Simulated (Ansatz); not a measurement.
# Ba on Al(110): change of the work function, part 6 of 6

Wanted: Δφ(θ) for Ba/Al(110), starting from the hollow site.

Ansatz 0.2.0; plane-wave DFT, PBE, Ansatz PAW.

So far, work function, upper face (eV): step 2 (the clean slab) 3.99; step 4 (adsorbate added, k-mesh 4×5×1, coverage 0.25 ML) 1.87; step 5 (adsorbate added, k-mesh 4×5×1, coverage 0.5 ML) 2.37; step 7 (the covered slab, atoms frozen) 1.87; step 8 (the substrate alone) 4.01.

### 11. The same run with other settings

This step: plane-wave DFT, PBE, Ansatz PAW (Ansatz 0.2.0).

System of this step: Ba/Al(110). The cell holds 22 atoms: 20 Al and 2 Ba. Its edges and angles: a = 8.100 Å, b = 5.728 Å, c = 26.144 Å, α = 90.0°, β = 90.0°, γ = 90.0°. Vacuum lies along c.

A run with a changed input: it repeats the earlier run at 0.5 ML with efield.dipole_correction from true to false and efield.amplitude to -0.1.

input.yaml

```yaml
crystal:
  lattice:
    - [8.1, 0.0, 0.0]
    - [0.0, 5.7275649276, 0.0]
    - [0.0, 0.0, 26.1437342824]
  atoms:
    - { symbol: Al, position: [0.0, 0.0, 0.3442507449] }
    - { symbol: Al, position: [0.25, 0.25, 0.3990207029] }
    - { symbol: Al, position: [0.0, 0.0, 0.452671135] }
    - { symbol: Al, position: [0.25, 0.25, 0.5091292422] }
    - { symbol: Al, position: [0.0, 0.0, 0.5597739626] }
    - { symbol: Al, position: [0.0, 0.5, 0.3442507449] }
    - { symbol: Al, position: [0.25, 0.75, 0.3990207029] }
    - { symbol: Al, position: [0.0, 0.5, 0.452671135] }
    - { symbol: Al, position: [0.25, 0.75, 0.5091292422] }
    - { symbol: Al, position: [0.0, 0.5, 0.5597739626] }
    - { symbol: Al, position: [0.5, 0.0, 0.3442507449] }
    - { symbol: Al, position: [0.75, 0.25, 0.3990207029] }
    - { symbol: Al, position: [0.5, 0.0, 0.452671135] }
    - { symbol: Al, position: [0.75, 0.25, 0.5091292422] }
    - { symbol: Al, position: [0.5, 0.0, 0.5597739626] }
    - { symbol: Al, position: [0.5, 0.5, 0.3442507449] }
    - { symbol: Al, position: [0.75, 0.75, 0.3990207029] }
    - { symbol: Al, position: [0.5, 0.5, 0.452671135] }
    - { symbol: Al, position: [0.75, 0.75, 0.5091292422] }
    - { symbol: Al, position: [0.5, 0.5, 0.5597739626] }
    - { symbol: Ba, position: [0.25, 0.25, 0.6557492551] }
    - { symbol: Ba, position: [0.75, 0.75, 0.6557492551] }
kpoints:
  mp_grid: { grid: [4, 5, 1] }
hamiltonian:
  xc: pbe
scf:
  occupations: { method: fermi_dirac, width: 0.1 }
  convergence: { dr2_threshold: 1.0e-08 }
efield:
  axis: 3
  dipole_correction: false
  ramp_position: 0.97
  ramp_width: 0.06
  amplitude: -0.1
relax:
  f_tol: 0.02
  max_steps: 60
  constraints: [{ sites: [0, 1, 5, 6, 10, 11, 15, 16] }]
output:
  bader: true
  dos: { projected: true, e_range: [-8, 4] }
  write_potential: true
  write_density: true
  volumetric_format: npy
```

Run with:

```
$ ansatz run input.yaml --threads 4 --pin off --max-ram 6144MiB --backend cpu --events-out ev --progress --plain --runs-dir out
```

Output:

```text
[...]
Crystal: 22 atoms, lattice volume = 1212.893 Å³
Basis set: ecut = 420 eV, 23799 PW (Γ), exchange–correlation on 120×80×360 points (8 copies of the dense FFT grid, shifted against one another)
Bands: 62, of which v1, the nominal top of the filled ones, is band 40 counted from 1 (39 counted from 0)
Symmetry: 8 space group operations
[...]
k-points: 9 of 20
[...]
SCF iter   1: F=—  HF=-22645.798544 eV  |F-HF|=—  |Δ(HF+E_count)|=         —  Δρ=3.43e-3  dr2=1.12e1  ethr=1.77e-3  p=0.514 e·Å  V_vac-E_F(+/−)=1.76/4.32 eV  ⟨swp⟩=19.2  Hψ=5680  notcnv=0  defer=1
[...]
SCF iter  10: F=-22645.478777 eV  HF=-22645.478777 eV  |F-HF|=8.88e-10  |Δ(HF+E_count)|=   2.34e-8  Δρ=2.51e-7  dr2=2.85e-9  ethr=1.25e-11  p=0.050 e·Å  V_vac-E_F(+/−)=2.08/4.50 eV  ⟨swp⟩=13.0  Hψ=4126  notcnv=0
SCF 1 converged in 10 iterations: F = -22645.478777 eV  dr2 = 2.85e-9
[...]
relax step   1: F+E_penalty+E_count = -22645.47877691 eV  Δ(F+E_penalty+E_count) = +0.000e0 eV  max|allowed force component| = 5.734e-1 eV/Å  Δτ_max = 0.0000 Å  (10 SCF iters, accepted)
[...]
SCF iter   9: F=-22645.592702 eV  HF=-22645.592702 eV  |F-HF|=2.26e-9  |Δ(HF+E_count)|=   2.39e-8  Δρ=2.75e-7  dr2=3.57e-9  ethr=8.92e-12  p=0.076 e·Å  V_vac-E_F(+/−)=2.03/4.46 eV  ⟨swp⟩=12.7  Hψ=4185  notcnv=0
SCF 2 converged in 9 iterations: F = -22645.592702 eV  dr2 = 3.57e-9
relax step   2: F+E_penalty+E_count = -22645.59270161 eV  Δ(F+E_penalty+E_count) = -1.139e-1 eV  max|allowed force component| = 3.386e-1 eV/Å  Δτ_max = 0.1152 Å  (9 SCF iters, accepted)
[...]
SCF iter   9: F=-22645.633842 eV  HF=-22645.633842 eV  |F-HF|=1.79e-9  |Δ(HF+E_count)|=   4.71e-8  Δρ=4.66e-7  dr2=9.52e-9  ethr=1.25e-11  p=0.132 e·Å  V_vac-E_F(+/−)=1.94/4.38 eV  ⟨swp⟩=9.6  Hψ=4415  notcnv=0
SCF 3 converged in 9 iterations: F = -22645.633842 eV  dr2 = 9.52e-9
relax step   3: F+E_penalty+E_count = -22645.63384187 eV  Δ(F+E_penalty+E_count) = -4.114e-2 eV  max|allowed force component| = 1.591e-1 eV/Å  Δτ_max = 0.1942 Å  (9 SCF iters, accepted)
[...]
relax step   4: F+E_penalty+E_count = -22645.64133858 eV  Δ(F+E_penalty+E_count) = -7.497e-3 eV  max|allowed force component| = 2.623e-2 eV/Å  Δτ_max = 0.0564 Å  (8 SCF iters, accepted)
SCF iter   1: F=—  HF=-22645.641327 eV  |F-HF|=—  |Δ(HF+E_count)|=         —  Δρ=9.91e-5  dr2=1.12e-3  ethr=1.88e-5  p=0.112 e·Å  V_vac-E_F(+/−)=1.97/4.41 eV  ⟨swp⟩=2.0  Hψ=1049  notcnv=0
[...]
SCF iter   6: F=-22645.641572 eV  HF=-22645.641572 eV  |F-HF|=1.49e-9  |Δ(HF+E_count)|=   9.60e-9  Δρ=2.62e-7  dr2=7.30e-9  ethr=1.25e-11  p=0.115 e·Å  V_vac-E_F(+/−)=1.96/4.40 eV  ⟨swp⟩=12.4  Hψ=4328  notcnv=0
SCF 5 converged in 6 iterations: F = -22645.641572 eV  dr2 = 7.30e-9
relax step   5: F+E_penalty+E_count = -22645.64157161 eV  Δ(F+E_penalty+E_count) = -2.330e-4 eV  max|allowed force component| = 1.392e-3 eV/Å  Δτ_max = 0.0085 Å  (6 SCF iters, accepted)
[...]
SCF converged after 6 iterations
Free energy (F): -22645.641572 eV
[...]
Internal energy: -22645.247623 eV  (E = F + TS)
E sigma→0 (E₀):  -22645.444597 eV
Entropy (-TS):   -0.393949 eV (-17.907 meV/atom)
Fermi energy:    0.837548 eV
Dipole field:    D = 0.017072 V/Å  (p = 0.114432 e·Å, saw-weighted)
Work function:   not extracted (applied field tilts the vacuum); planar V_es + V_field profile in the machine report
[...]
--- Forces (eV/Å), atoms counted from 1 ---
  atom   1  Al     0.00000000     0.00000000     0.19563192
  atom   2  Al     0.00000000     0.00000000    -0.17630062
  atom   3  Al    -0.00000000    -0.00000000    -0.00003061
  atom   4  Al     0.00000000     0.00000000    -0.00139174
  atom   5  Al    -0.00000000     0.00000000     0.00025812
  atom   6  Al     0.00000000     0.00000000     0.19563192
  atom   7  Al     0.00000000     0.00000000    -0.21213968
  atom   8  Al     0.00000000     0.00000000    -0.00003061
  atom   9  Al     0.00000000     0.00000000    -0.00124869
  atom  10  Al     0.00000000    -0.00000000     0.00025812
  atom  11  Al     0.00000000    -0.00000000     0.19563192
  atom  12  Al     0.00000000     0.00000000    -0.21213968
  atom  13  Al     0.00000000    -0.00000000    -0.00003061
  atom  14  Al    -0.00000000     0.00000000    -0.00124869
  atom  15  Al     0.00000000    -0.00000000     0.00025812
  atom  16  Al     0.00000000     0.00000000     0.19563192
  atom  17  Al     0.00000000     0.00000000    -0.17630062
  atom  18  Al    -0.00000000     0.00000000    -0.00003061
  atom  19  Al     0.00000000     0.00000000    -0.00139174
  atom  20  Al    -0.00000000     0.00000000     0.00025812
  atom  21  Ba     0.00000000     0.00000000    -0.00065612
  atom  22  Ba     0.00000000     0.00000000    -0.00065612
  max |Σ_I F_I| component: 3.60e-5 eV/Å
--- Band table (eV; the first three rows and the last of 9) ---
  k-point 0: bands = [... 36 lower, -0.2249, -0.0092, 0.2531, 0.4202, 0.8191, 0.9006, 1.0764, 1.2847, ... 18 higher]
  k-point 1: bands = [... 36 lower, -0.0833, 0.0339, 0.5106, 0.6098, 0.6461, 0.6534, 0.9358, 0.9483, ... 18 higher]
  k-point 2: bands = [... 36 lower, 0.4452, 0.7136, 0.9533, 0.9756, 1.1503, 1.1847, 1.1897, 1.3257, ... 18 higher]
  k-point 8: bands = [... 36 lower, 0.3810, 0.3810, 0.8708, 0.8708, 1.0645, 1.0645, 1.5791, 1.5791, ... 18 higher]
--- Relaxed structure (5 steps of the walk, 5 accepted, 0 SCFs on fresh bases) ---
  F+E_penalty+E_count = -22645.64157161 eV   max|allowed force component| = 1.392e-3 eV/Å
  atoms:
    - { symbol: Al, position: [0.0, 0.0, 0.344251] }
    - { symbol: Al, position: [0.250000, 0.250000, 0.399021] }
    - { symbol: Al, position: [0, 0.0, 0.452563] }
    - { symbol: Al, position: [0.250000, 0.250000, 0.509620] }
    - { symbol: Al, position: [0, 0, 0.559259] }
    - { symbol: Al, position: [0.0, 0.500000, 0.344251] }
    - { symbol: Al, position: [0.250000, 0.750000, 0.399021] }
    - { symbol: Al, position: [0, 0.500000, 0.452563] }
    - { symbol: Al, position: [0.250000, 0.750000, 0.508619] }
    - { symbol: Al, position: [0, 0.500000, 0.559259] }
    - { symbol: Al, position: [0.500000, 0.0, 0.344251] }
    - { symbol: Al, position: [0.750000, 0.250000, 0.399021] }
    - { symbol: Al, position: [0.500000, 0, 0.452563] }
    - { symbol: Al, position: [0.750000, 0.250000, 0.508619] }
    - { symbol: Al, position: [0.500000, 0, 0.559259] }
    - { symbol: Al, position: [0.500000, 0.500000, 0.344251] }
    - { symbol: Al, position: [0.750000, 0.750000, 0.399021] }
    - { symbol: Al, position: [0.500000, 0.500000, 0.452563] }
    - { symbol: Al, position: [0.750000, 0.750000, 0.509620] }
    - { symbol: Al, position: [0.500000, 0.500000, 0.559259] }
    - { symbol: Ba, position: [0.250000, 0.250000, 0.645746] }
    - { symbol: Ba, position: [0.750000, 0.750000, 0.645746] }
--- Bader charges: 22 sites ---
  site symbol  charge [e]  shift [e]
     0     Al      0.0518     0.0001
     1     Al      0.0141     0.0000
     2     Al     -0.0893     0.0004
     3     Al      0.0016     0.0000
     4     Al     -0.3176     0.0004
     5     Al      0.0518     0.0001
     6     Al     -0.0378     0.0000
     7     Al     -0.0893     0.0004
     8     Al     -0.0502     0.0002
     9     Al     -0.3176     0.0004
    10     Al      0.0518     0.0001
    11     Al     -0.0378     0.0000
    12     Al     -0.0893     0.0004
    13     Al     -0.0502     0.0002
    14     Al     -0.3176     0.0004
    15     Al      0.0518     0.0001
    16     Al      0.0141     0.0000
    17     Al     -0.0893     0.0004
    18     Al      0.0016     0.0000
    19     Al     -0.3176     0.0004
    20     Ba      0.7825     0.0000
    21     Ba      0.7825     0.0000
  estimated error of the sums over rays = 4.5e-4 e
```

The job ended after 1.9 min (4 threads of Arm Neoverse V2, shared host; peak memory 2.1 GiB; 7.4 min of CPU time).

```
                     quantity  this run  earlier run  difference
dipole along the normal (e·Å)    0.1144       0.3914       -0.28
```

The applied field differs between the two, so the dipoles differ in any case.

With the dipole correction off, the periodic images add a field of their own to the typed one.

These numbers are not those of the isolated slab.

### 12. The same run with other settings

System of this step: Al(110). The cell holds 5 atoms: 5 Al. Its edges and angles: a = 4.050 Å, b = 2.864 Å, c = 23.728 Å, α = 90.0°, β = 90.0°, γ = 90.0°. Vacuum lies along c.

An input spoilt on purpose, to show how the run answers: it repeats the earlier run at 0 ML with efield.axis from 3 to 2, and scf.max_iter set to 80.

input.yaml

```yaml
crystal:
  lattice:
    - [4.05, 0.0, 0.0]
    - [0.0, 2.8637824638, 0.0]
    - [0.0, 0.0, 23.7275649276]
  atoms:
    - { symbol: Al, position: [0.0, 0.0, 0.3793056737] }
    - { symbol: Al, position: [0.5, 0.5, 0.4396528368] }
    - { symbol: Al, position: [0.0, 0.0, 0.5] }
    - { symbol: Al, position: [0.5, 0.5, 0.5603471632] }
    - { symbol: Al, position: [0.0, 0.0, 0.6206943263] }
kpoints:
  mp_grid: { grid: [8, 10, 1] }
hamiltonian:
  xc: pbe
scf:
  occupations: { method: fermi_dirac, width: 0.1 }
  convergence: { dr2_threshold: 1.0e-08 }
  max_iter: 80
efield:
  axis: 2
  dipole_correction: true
  ramp_position: 0.97
  ramp_width: 0.06
relax:
  f_tol: 0.02
  max_steps: 60
  constraints: [{ sites: [0, 1] }]
output:
  write_potential: true
  write_density: true
  volumetric_format: npy
```

Output:

```text
Warning: crystal.symmetry: narrowed to the stabiliser of the relax constraints — unitary ops 4 → 2; lowered at sites 0, 1, 3, 4 (the operations that carried what is held of a site onto what its image site leaves free; the constrained walk keeps no symmetry that its constraints do not admit)
The last accepted step is kept in <dir> (removed where the run ends without a failure and the disk answers)
Engine: ansatz 0.2.0, aarch64-unknown-linux-gnu
Pseudopotentials: kind: paw
Pseudopotential: Al, paw, valence charge 3, recommended cutoff 420 eV (normal), Al.paw.azcp
Functional definition: PBE
  parameter kappa = 0.804
  parameter beta = 0.066725
  exchange = pbe_x(kappa = kappa, mu = beta*pi^2/3)
  correlation = pbe_c(beta = beta)
Crystal: 5 atoms, lattice volume = 275.200 Å³
Basis set: ecut = 420 eV, 5383 PW (Γ), exchange–correlation on 60×40×320 points (8 copies of the dense FFT grid, shifted against one another)
Bands: 13, of which v1, the nominal top of the filled ones, is band 8 counted from 1 (7 counted from 0)
Symmetry: 2 space group operations
k-points: 30 of 80 (time reversal used)
Non-local potential: Al, projectors of the file, l = 0: 2, l = 1: 2, l = 2: 1
PAW form: soft (Blöchl's): semilocal exchange-correlation on the pseudo side does not see the compensation charge
PAW one-centre angular grid: Al, 110 points (default); XC on 64 Gauss nodes
Initial density: superposition of atomic densities (neutral atoms: chi_scale 0, normalization atom), corrected by the library's trained network
Initial wavefunctions: pseudopotential atomic-orbital guess
Functional: x = pbe(κ = 0.804, μ = 0.219515), c = pbe(β = 0.066725)
Error: efield: ion 0 (Al) at fractional coordinate 0.0000 along the field axis lies inside the sawtooth ramp with 2 of the planes that the density is read on at each end, [0.8700, 0.1300] — the ramp must sit in vacuum (an ion there feels the fictitious reversed slope); set or move the ramp (efield.ramp_position / ramp_width) or move the geometry
```

It took 0.11 s on 4 threads; peak memory 0.26 GiB; 0.24 s of CPU time.

The input was rejected at the start.

The program's message: “Error: efield: ion 0 (Al) at fractional coordinate 0.0000 along the field axis lies inside the sawtooth ramp with 2 of the planes that the density is read on at each end, [0.8700, 0.1300] — the ramp m …”

The fault put into the input: the field along an axis without vacuum.

### 13. Results

* work function of the clean face: 3.99 eV
* work function at 0.11 ML: 2.51 eV
* work function at 0.25 ML: 1.87 eV
* work function at 0.5 ML: 2.37 eV
* dipole per adsorbate at 0.11 ML, positive end outwards: 4.03 D
* step of the potential from the moved charge at 0.25 ML, upper less lower side, atoms held: -2.09 eV

**Reading.** Ba lowers the work function of Al(110) at the lowest coverage, by 1.49 eV: the adsorbate layer has its positive end outwards. The dipole per adsorbate falls from 4.03 to 0.94 D as the layer fills. Neighbouring dipoles depolarise each other, and heights and bonding change with coverage too. The work function passes a minimum near 0.25 ML among the coverages run and rises again. The slab has 5 layers, at the tabulated experimental lattice constant, one starting site was run, and quantum-size effects of a slab this thin can reach one or two tenths of an eV.

[Long decimals in the printed logs are rounded to 6 places.]

[Logs are printed without paths, hosts, clocks, repeated set-up lines and the standing remarks that a program may print on its own settings, such as how far it seeks lower states.]

[Hosts, paths, dates, database ids (printed as entryN), source tags and the programs' standing remarks are cut or masked in the printed files.]

[Maps of the electrostatic potential energy from Ansatz leave out the sawtooth potential of an applied field or a dipole correction, so their vacuum need not be flat; planar profiles and work functions include it.]
